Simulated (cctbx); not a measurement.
**Diagnosing a refinement**

Cell a = 5.1750 Å, b = 15.0300 Å, c = 10.2960 Å, α = 90.00°, β = 90.00°, γ = 90.00°; space group Pbca (no. 61). The compound is MnSnPO5.

The data are simulated with cctbx, not measured: Ag Kα, λ = 0.56087 Å, to d = 0.8 Å, 80 % of the full sphere, strongest reflection 20000 counts, noise from counting, a 1.5 % proportional error and a noise floor of 8 counts (s.d.); no absorption, and some extinction, which the refinements don't model.

An anisotropic refinement with weights 1/σ² prints:

```text
Rint 0.029, 823 unique reflections to 0.80 A
cycle     R1     wR2    GooF  max shift (A)
   1  0.0264  0.0495   2.132   0.00415
   2  0.0190  0.0371   1.597   0.00009
final R1 0.0190 wR2 0.0371 GooF 1.597  parameters 72  data/parameter 11.4
atom        x        y        z      Ueq    occ   su(xyz)  su(Uiso or U11)
Sn1    0.54627  0.92840  0.62679   0.0058  1.000  0.00005  0.0001
Mn1    0.53022  0.06812  0.89221   0.0070  1.000  0.00012  0.0003
P1     0.02817  0.25976  0.34908   0.0095  1.000  0.00022  0.0005
O1     0.30555  0.81939  0.69880   0.0083  1.000  0.00054  0.0015
O2     0.27862  0.34425  0.99240   0.0093  1.000  0.00066  0.0016
O3     0.35430  0.32726  0.30604   0.0095  1.000  0.00059  0.0014
N1     0.85226  0.98359  0.71555   0.0008  1.000  0.00062  0.0014  NPD
O4     0.76780  0.97805  0.99000   0.0118  1.000  0.00070  0.0016
difference map: max 1.09 min -0.96 rms 0.22
Q1    0.2160  0.0067  0.3075    8    1.16  0.45 A from N1
Q2    0.1225  0.0407  0.2443    8    0.99  0.57 A from N1
Q3    0.0574  0.0210  0.3028    8    0.95  0.51 A from N1
Q4    0.1098  0.5139  0.7859    8    0.95  0.50 A from N1
Q5    0.0304  0.7403  0.4568    8    0.67  1.65 A from O2
Q6    0.0968  0.5189  0.6398    8    0.64  1.55 A from Sn1
```

**Question.** Can this result stand? If not, what is the likely fault?

Mend it. The fault: wrong element: N1 is O. Against the right model at the same level, R1 goes from 0.0145 to 0.0190 and GooF from 1.27 to 1.60, U of N1 shrinks from 0.0106 to 0.0008 Å² and N1 goes non-positive-definite. N1 has 1 electron too few and its U shrinks to make up, as expected (near an absorption edge f′ can widen the mismatch well beyond the difference in Z).

The compound is MnSnPO5. The right model at the same level gives:

```text
Rint 0.029, 823 unique reflections to 0.80 A
cycle     R1     wR2    GooF  max shift (A)
   1  0.0199  0.0384   1.655   0.00439
   2  0.0145  0.0296   1.275   0.00008
final R1 0.0145 wR2 0.0296 GooF 1.275  parameters 72  data/parameter 11.4
atom        x        y        z      Ueq    occ   su(xyz)  su(Uiso or U11)
Sn1    0.54628  0.92841  0.62679   0.0057  1.000  0.00004  0.0001
Mn1    0.53031  0.06813  0.89220   0.0069  1.000  0.00009  0.0002
P1     0.02821  0.25976  0.34907   0.0093  1.000  0.00018  0.0004
O1     0.30547  0.81943  0.69890   0.0081  1.000  0.00043  0.0012
O2     0.27856  0.34423  0.99272   0.0092  1.000  0.00052  0.0013
O3     0.35417  0.32734  0.30612   0.0097  1.000  0.00048  0.0011
O4     0.85202  0.98358  0.71536   0.0106  1.000  0.00049  0.0012
O5     0.76770  0.97805  0.98996   0.0117  1.000  0.00056  0.0013
difference map: max 0.64 min -0.97 rms 0.20
Q1    0.0051  0.0268  0.3521    8    0.64  1.03 A from O4
Q2    0.2370  0.2200  0.7922    8    0.63  0.95 A from O3
Q3    0.9856  0.1846  0.2818    8    0.61  1.34 A from P1
Q4    0.0288  0.7412  0.4565    8    0.61  1.67 A from O2
Q5    0.0984  0.5207  0.6362    8    0.59  1.58 A from Sn1
Q6    0.0862  0.2247  0.1987    8    0.59  0.87 A from O1
```

The model is made up (kin elements in a known structure type, no relaxation), so it says nothing on whether the phase exists.

[Middle refinement cycles are left out of these outputs.]

[Logs are printed without paths, hosts, clocks, repeated set-up lines and the standing remarks that a program may print on its own settings, such as how far it seeks lower states.]
